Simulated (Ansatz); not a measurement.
# YAlSe3 (model cell, started as cubic perovskite with Al in the octahedra): from the cell to its phonons, part 3 of 3

How does YAlSe3 (model cell, started as cubic perovskite with Al in the octahedra) vibrate, and is this structure a minimum?

Ansatz 0.2.0; DFT PBEsol, scalar-relativistic, plane waves, PAW; PAW set soft_1.

So far. Step 3 (Tight relaxation): The forces vanish by symmetry and the pressure is 0.001 GPa, within the tolerances set. The cell now holds 22.57 Å³/atom. Step 4 (Linear response at the zone centre): Before it was imposed, the acoustic sum rule was missed by 4.8e-5 eV/Å². Small misses are needed for a sound result but don't prove that mesh and cutoff are converged. The lowest optical mode is imaginary, 126.4i cm⁻¹, so the energy falls along it. The relaxed cell has a = 4.832 Å (conventional setting).

The structure was built from a prototype and need not be the compound's stable phase.

## (5) Response at finite wavevector

Stability and thermal properties need the whole zone. Linear response on a 2×2×2 q mesh gives force constants as far as a supercell of that size would.

File input.yaml:

```yaml
crystal:
  lattice:
    - [4.8323304856, 0.0, 0.0]
    - [0.0, 4.8323304856, 0.0]
    - [0.0, 0.0, 4.8323304856]
  atoms:
    - { symbol: "Y", position: [0.0, 0.0, 0.0] }
    - { symbol: Al, position: [0.5, 0.5, 0.5] }
    - { symbol: Se, position: [0.5, 0.5, 0.0] }
    - { symbol: Se, position: [0.5, 0.0, 0.5] }
    - { symbol: Se, position: [0.0, 0.5, 0.5] }
kpoints:
  mp_grid: { grid: [8, 8, 8] }
hamiltonian:
  xc: pbesol
  pseudopotentials: { kind: paw, azcp: { folder: soft_1 }, xc_functional: pbe }
scf:
  occupations: { method: methfessel_paxton, width: 0.2 }
output:
  eigenvalues: true
phonons:
  method: dfpt
  qmesh: [2, 2, 2]
  temperatures: { t_max: 1000, t_step: 50 }
  qpath:
    path:
      - [[0.0, 0.0, 0.0], [0.0, 0.5, 0.0], [0.5, 0.5, 0.0], [0.0, 0.0, 0.0], [0.5, 0.5, 0.5], [0.0, 0.5, 0.0]]
      - [[0.5, 0.5, 0.5], [0.5, 0.5, 0.0]]
    npoints: 10
```

Command:

```sh
> ansatz run input.yaml --threads 4 --pin off --max-ram 16384MiB --backend cpu --events-out ev --progress --plain --runs-dir out
```

Numbers of over 12 decimals in the logs are rounded to 6 here.

The program printed:

```text
[...]
Crystal: 5 atoms, lattice volume = 112.842 Å³
Basis set: ecut = 420 eV, 2205 PW (Γ), exchange–correlation on 72×72×72 points (8 copies of the dense FFT grid, shifted against one another)
Bands: 38, of which v1, the nominal top of the filled ones, is band 31 counted from 1 (30 counted from 0)
Symmetry: 48 space group operations
k-points: 35 of 512
[...]
SCF iter   1: F=—  HF=-20596.788762 eV  |F-HF|=—  |Δ(HF+E_count)|=         —  Δρ=3.10e-2  dr2=1.36e0  ethr=3.10e-3  ⟨swp⟩=6.2  Hψ=5194  notcnv=0
[...]
SCF iter  10: F=-20596.421356 eV  HF=-20596.421356 eV  |F-HF|=1.09e-11  |Δ(HF+E_count)|=  4.37e-11  S|Δr|=    0.00e0  Δρ=8.56e-8  dr2=8.42e-12  ethr=1.00e-12  ⟨swp⟩=8.7  Hψ=7016  notcnv=0
[...]
SCF 1 converged in 10 iterations: F = -20596.421356 eV  dr2 = 8.42e-12
[...]
SCF iter   1: F=—  HF=-20596.421356 eV  |F-HF|=—  |Δ(HF+E_count)|=         —  Δρ=2.04e-7  dr2=5.39e-11  ethr=1.93e-8  ⟨swp⟩=3.6  Hψ=8914  notcnv=0
eigensolver tolerance schedule: the retry pair's looser diagonalisation over-reported the residual by 221431.15 of it (diagonalisation noise at an unbounded share of the residual, at the tolerance the schedule requests for it); recorded, not acted on — ethr = c·dr2/N_el stays at c = 1.0e-1
[...]
SCF iter   2: F=—  HF=-20596.421356 eV  |F-HF|=—  |Δ(HF+E_count)|=   2.22e-7  S|Δr|=    0.00e0  Δρ=1.01e-7  dr2=1.60e-11  ethr=1.00e-12  ⟨swp⟩=3.0  Hψ=3248  notcnv=0
SCF iter   3: F=-20596.421356 eV  HF=-20596.421356 eV  |F-HF|=3.64e-12  |Δ(HF+E_count)|=    0.00e0  S|Δr|=    0.00e0  Δρ=7.79e-8  dr2=8.93e-12  ethr=1.00e-12  ⟨swp⟩=3.4  Hψ=3001  notcnv=0
SCF 2 converged in 3 iterations: F = -20596.421356 eV  dr2 = 8.93e-12
[...]
phonons: the bands overlap, so this run is a metal and interpolates without the dipole-dipole term. If the crystal is really an insulator or semiconductor, its LO-TO splitting is missing
NSCF: frozen V_eff on 35 k-points
[...]
DFPT response loops at q = (0, 0, 0) (fractional): preconditioner auto → Kerker (q_TF=auto, 2.469 Å⁻¹) (partly filled bands, converged f_vac=0.000); β = 1.00, the filter's whole step (`scf.mixing.beta` (0.50) is not read by the response loops under this deck's `scf.mixing.preconditioner`; to damp them name `kerker` or `kerker_dos`, under which they read `scf.mixing.beta`, and type it under 1.00, their step now; both keys bind the ground state too); Broyden in place of MSR1
[...]
SCF converged after 10 iterations
[...]
Free energy (F): -20596.421356 eV
[...]
Internal energy: -20596.422449 eV  (E = F + TS)
E sigma→0 (E₀):  -20596.421629 eV
Entropy (-TS):   0.001093 eV (0.219 meV/atom)
Fermi energy:    9.500456 eV
[...]
--- Band table (eV; the first three rows and the last of 35) ---
  k-point 0: bands = [... 27 lower, 8.1021, 8.1496, 8.7361, 8.7361, 8.7361, 10.0625, 10.0625, 10.4406, ... 3 higher]
  k-point 1: bands = [... 27 lower, 7.8777, 8.0854, 8.5992, 8.6103, 8.6103, 10.1920, 10.4775, 10.5227, ... 3 higher]
  k-point 2: bands = [... 27 lower, 7.4272, 7.4272, 8.3687, 8.3687, 9.4111, 10.5222, 10.5726, 11.3724, ... 3 higher]
  k-point 34: bands = [... 27 lower, 8.1871, 9.8958, 9.8958, 9.8958, 10.1610, 11.0432, 11.0432, 11.0432, ... 3 higher]
--- Phonons (Γ-DFPT): 4 representative perturbations + reference (Σ response iterations 12) ---
  ASR residual: 4.194e-5 → 0.000e0 eV/Å²; symmetrization residual: 6.833e-6 eV/Å²
  ASR residual per site (eV/Å²): 4.19e-5 2.30e-5 2.36e-5 2.36e-5 2.36e-5
[...]
--- Phonons (arbitrary-q DFPT): 4 irreducible q on the 2×2×2 mesh ---
  q = [0.0000, 0.0000, 0.0000] (star 1, of the zone-centre solve; hermiticity 1.00e-6, symmetrization 7.85e-12): -126.39 -126.39 -126.39 -106.95 -106.95 -106.95 -0.00 -0.00 -0.00 56.31 56.31 56.31 345.89 345.89 345.89
  q = [0.0000, 0.0000, -0.5000] (star 3, 9 solved perturbations in 975 linear systems a pass and spin channel, the states on 125 of 512 k-point pairs; hermiticity 5.77e-7, symmetrization 3.65e-12): -116.50 -116.50 -96.11 -75.02 -75.02 22.95 22.95 49.78 52.23 86.64 86.64 227.33 322.11 344.75 344.75
[...]
sum rule: each row above includes the acoustic sum rule's correction from the zone centre's row sums; it moved no ω² by more than (0.48 cm⁻¹)²
  mesh force constants: q→R imaginary residual 6.47e-18; ASR residual 4.194e-5 → 0.000e0 eV/Å²; symmetrization residual 8.882e-15 eV/Å²
  interpolated dispersion: 62 rows × 15 modes
  density of states and harmonic sums: on the 14×14×14 q-mesh, interpolated from the force constants of a 2×2×2 supercell (no non-analytic term)
  largest difference from the sums on the solved wave vectors: F 5.88e-2 eV, S 6.24e-5 and C_V 2.64e-5 eV/K
  zero-point energy: 0.105632 eV/cell   skipped modes (ω ≤ 0): 712, of them read as no rigid motion or as one in doubt: 709 (5.935e0 modes/cell left out, lowest -166.68 cm⁻¹)   left out of the sums: 3.96e-1 of the cell's modes: C_V's classical limit lies that fraction below 3 k_B per atom; for a crystal, a wire or a layer, F and S can be off by more, and a phonons.interpolated_qmesh denser along its periods is the remedy for the sampling
```

Run time: 6 min. Hardware: 4 threads of Arm Neoverse V1, shared host; peak memory 1.6 GiB.

This step gave:

| Quantity | Value |
| --- | --- |
| sum-rule residual before enforcement | 4.19e-5 eV/Å² |
| lowest frequency on the path | -166.7 cm⁻¹ |
| highest frequency on the path or at a solved wavevector | 353.8 cm⁻¹ |
| lowest mode on the q mesh (acoustic modes at Γ apart) | -166.7 cm⁻¹ |

Frequencies (cm⁻¹) solved at each irreducible wavevector; negative means imaginary. Frequencies by wavevector, by row:

| q in reciprocal lattice units | star | mode 1 | mode 2 | mode 3 | mode 4 | mode 13 | mode 14 | mode 15 |
| --- | --- | --- | --- | --- | --- | --- | --- | --- |
| 0 0 0 | 1 | -126.4 | -126.4 | -126.4 | -107 | 345.9 | 345.9 | 345.9 |
| 0 0 -0.5 | 3 | -116.5 | -116.5 | -96.1 | -75 | 322.1 | 344.8 | 344.8 |
| 0 -0.5 -0.5 | 3 | -145.4 | -127.4 | -127.4 | -63.1 | 336.1 | 336.1 | 343.4 |
| -0.5 -0.5 -0.5 | 1 | -166.7 | -166.7 | -166.7 | -117 | 353.8 | 353.8 | 353.8 |

Interpolated from a 2×2×2 q mesh. The phonon branches at the labelled points (cm⁻¹):

| point | branch 1 | branch 2 | branch 3 | branch 4 | branch 12 | branch 13 | branch 14 | branch 15 |
| --- | --- | --- | --- | --- | --- | --- | --- | --- |
| Γ | -126 | -126 | -126 | -107 | 56 | 346 | 346 | 346 |
| halfway | -121 | -121 | -102 | -95 | 158 | 338 | 345 | 345 |
| X | -116 | -116 | -96 | -75 | 227 | 322 | 345 | 345 |
| halfway | -132 | -117 | -107 | -99 | 232 | 329 | 342 | 344 |
| M | -145 | -127 | -127 | -63 | 256 | 336 | 336 | 343 |
| halfway | -124 | -115 | -110 | -101 | 179 | 336 | 343 | 345 |
| Γ | -126 | -126 | -126 | -107 | 56 | 346 | 346 | 346 |
| halfway | -128 | -122 | -122 | -100 | 197 | 339 | 339 | 348 |
| R | -167 | -167 | -167 | -117 | 275 | 354 | 354 | 354 |
| halfway | -140 | -134 | -122 | -106 | 238 | 337 | 341 | 348 |
| X | -116 | -116 | -96 | -75 | 227 | 322 | 345 | 345 |
| jump to R | -167 | -167 | -167 | -117 | 275 | 354 | 354 | 354 |
| halfway | -156 | -144 | -144 | -108 | 259 | 345 | 345 | 348 |
| M | -145 | -127 | -127 | -63 | 256 | 336 | 336 | 343 |

The phonon density of states has structure finer than the step of the table below, so its rows give means over 20 cm⁻¹, whole bins alone (the curve runs from -168 to 352 cm⁻¹). Peaks (cm⁻¹: height): -122.5: 0.121, 87.5: 0.0841, 342.5: 0.236.

Tetrahedra on a 14×14×14 mesh, mean over bins of 5 cm-1. Interpolated from a 2×2×2 q mesh. Phonon density of states against wavenumber; means over each step:

wavenumber (cm⁻¹), phonon density of states (1/cm⁻¹/cell) and a bar:
```
     -140      0.037 #########
     -120      0.094 ######################
     -100      0.086 ####################
      -80      0.042 ##########
      -60      0.015 ####
      -40      0.009 ##
      -20      0.004 #
        0      0.002 #
       20      0.010 ##
       40      0.025 ######
       60      0.049 ###########
       80      0.065 ###############
      100      0.033 ########
      120      0.019 ####
      140      0.017 ####
      160      0.020 #####
      180      0.025 ######
      200      0.006 ##
      220      0.014 ###
      240      0.013 ###
      260      0.006 #
      280      0.000 
      300      0.000 
      320      0.008 ##
      340      0.129 ##############################
```

The partial phonon density of states has structure finer than the step of the table below, so its rows give means over 20 cm⁻¹, whole bins alone (the curve runs from -175 to 374 cm⁻¹). Peaks (cm⁻¹: height): Al 342.9: 0.139; Se -119.7: 0.0657, 87.4: 0.0582, 139.2: 0.0176, 180.6: 0.0313, 229.0: 0.0175, 342.9: 0.0519; Y -105.9: 0.0447, -47.2: 0.0130, 63.3: 0.0193.

Phonopy on the run's constants, 11x11x11 mesh, Gaussian sigma 3.9 cm-1. Interpolated from a 2×2×2 q mesh. The partial phonon density of states by wavenumber; means over each step; values in 1/cm⁻¹/cell:

| wavenumber (cm⁻¹) | Al | Se | Y |
| --- | --- | --- | --- |
| -160 | 0 | 0.00971 | 5.0e-5 |
| -140 | 2.4e-5 | 0.0339 | 0.00276 |
| -120 | 2.1e-4 | 0.0588 | 0.0347 |
| -100 | 1.4e-4 | 0.0519 | 0.0341 |
| -80 | 7.1e-5 | 0.0286 | 0.0140 |
| -60 | 3.0e-5 | 0.00568 | 0.00864 |
| -40 | 2.0e-5 | 0.00374 | 0.00682 |
| -20 | 9.0e-7 | 8.1e-4 | 0.00103 |
| 0 | 1.8e-5 | 6.6e-4 | 5.8e-4 |
| 20 | 1.3e-4 | 0.00838 | 0.00556 |
| 40 | 2.0e-4 | 0.0152 | 0.00807 |
| 60 | 0.00111 | 0.0311 | 0.0159 |
| 80 | 0.00382 | 0.0474 | 0.0130 |
| 100 | 0.00697 | 0.0244 | 0.00322 |
| 120 | 0.00511 | 0.01000 | 3.1e-4 |
| 140 | 0.00564 | 0.0139 | 4.8e-4 |
| 160 | 0.00322 | 0.0147 | 2.9e-4 |
| 180 | 0.00254 | 0.0222 | 1.5e-4 |
| 200 | 0.00126 | 0.00560 | 1.9e-5 |
| 220 | 0.00172 | 0.0114 | 2.6e-5 |
| 240 | 0.00154 | 0.0119 | 1.3e-5 |
| 260 | 4.8e-4 | 0.00539 | 2.4e-6 |
| 280 | 1.7e-5 | 3.9e-4 | 0 |
| 300 | 1.3e-6 | 0 | 0 |
| 320 | 0.00902 | 6.9e-4 | 2.2e-5 |
| 340 | 0.0959 | 0.0298 | 1.9e-4 |
| 360 | 0.0108 | 0.00357 | 1.6e-5 |

Symmetry leaves 4 wavevectors to solve. The lowest mode among them, the acoustic zeros apart, lies at q = (-0.5, -0.5, -0.5) and is imaginary, 166.7i cm⁻¹, so the energy falls along it.

## (6) What came out

```json
{
 "space group after relaxation (within 0.01 Å)": "Pm-3m",
 "volume per atom": "22.6 Å³",
 "electronic character": "no gap on this mesh",
 "highest optical mode at the zone centre (no LO-TO term)": "346 cm⁻¹",
 "lowest optical zone-centre mode": "-126 cm⁻¹",
 "lowest mode on the q mesh (acoustic modes at Γ apart)": "-167 cm⁻¹",
 "highest frequency on the path or at a solved wavevector": "354 cm⁻¹",
 "imaginary modes on the 2×2×2 q mesh": "yes"
}
```

What this shows: Modes are clearly imaginary (beyond 10i cm⁻¹) at 4 of the 4 irreducible wavevectors, most at q = (-0.5, -0.5, -0.5) (166.7i cm⁻¹), so this structure is not a minimum of the energy. The optical modes at Γ span -126 to 346 cm⁻¹ (negative means imaginary). With no gap, or one that is small against the smearing, the frequencies hang on the k mesh and the smearing, most of all near Kohn anomalies. The PAW files were made for PBE and serve the other functionals too. The starting cell was built on a prototype and not taken from a measurement, so the phase need not exist. These are harmonic frequencies at zero temperature: anharmonic shifts, linewidths and thermal expansion are left out.

[Logs are printed without paths, hosts, clocks, repeated set-up lines and the standing remarks that a program may print on its own settings, such as how far it seeks lower states.]

[Hosts, paths, dates, database ids (printed as entryN), source tags and the programs' standing remarks are cut or masked in the printed files.]
